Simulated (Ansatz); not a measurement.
An input for Ansatz 0.2.0 (WS2 (Tungstenite)):

```yaml
crystal:
  lattice:
    - [3.18, 0.0, 0.0]
    - [-1.59, 2.753960784, 0.0]
    - [0.0, 0.0, 12.5]
  atoms:
    - { symbol: W, position: [0.3333333333, 0.6666666667, 0.25] }
    - { symbol: W, position: [0.6666666667, 0.3333333333, 0.75] }
    - { symbol: S, position: [0.3333333333, 0.6666666667, 0.625] }
    - { symbol: S, position: [0.6666666667, 0.3333333333, 0.125] }
    - { symbol: S, position: [0.3333333333, 0.6666666667, 0.875] }
    - { symbol: S, position: [0.6666666667, 0.3333333333, 0.375] }
kpoints:
  mp_grid: { grid: [6, 6, 2] }
hamiltonian:
  xc:
    exchange: pbe
    correlation: pbe
    exx: { coeff: 0.4, omega: 0.2078 }
scf:
  occupations: { method: fixed }
gw:
  n_empty_bands: 456
  ecut_chi: 150.0
  qp_bands: [v2, c2]
  qp_kpoints: band_edges
  screening: { model: contour_deformation }
```

The database entry behind the starting cell differs from later determinations by our own check (an axis about 1.4 % long against later determinations), so it need not match the best structure at ambient conditions.

```sh
ansatz run input.yaml --threads 3 --pin off --max-ram 64512MiB --backend cuda --events-out ev --progress --plain --runs-dir out --devices 1 --max-vram 24GiB  # rebuilt from the run's record
```

Q: Estimate wall time and host memory on 1 × NVIDIA H100 80GB HBM3 (shared by 3 runs) with 3 threads of AMD EPYC 7R13 (Zen 3), shared host.

It took 75 s; on shared hardware allow 38 s to 2.5 min. Peak host memory was 2.3 GiB. The sizes that set the cost: 2129 plane waves a state, 14 irreducible k points, 482 bands summed, 463 plane waves in the screening and 18 SCF cycles.

The screening grows as filled bands × empty bands × pairs of k points, times the square of the screening basis for the matrix.

[Paths, hosts, dates, memory and timing lines, banners, echoed tables and standing remarks are left out of the program output.]

[Logs are printed without paths, hosts, clocks, repeated set-up lines and the standing remarks that a program may print on its own settings, such as how far it seeks lower states.]

[Runs of the session that timed out or met a known fault of the program may be left out.]

[Cells called generated may have been cut or substituted from an entry of the Crystallography Open Database or the Materials Project.]

[Hosts, paths, dates, database ids (printed as entryN), source tags and the programs' standing remarks are cut or masked in the printed files.]
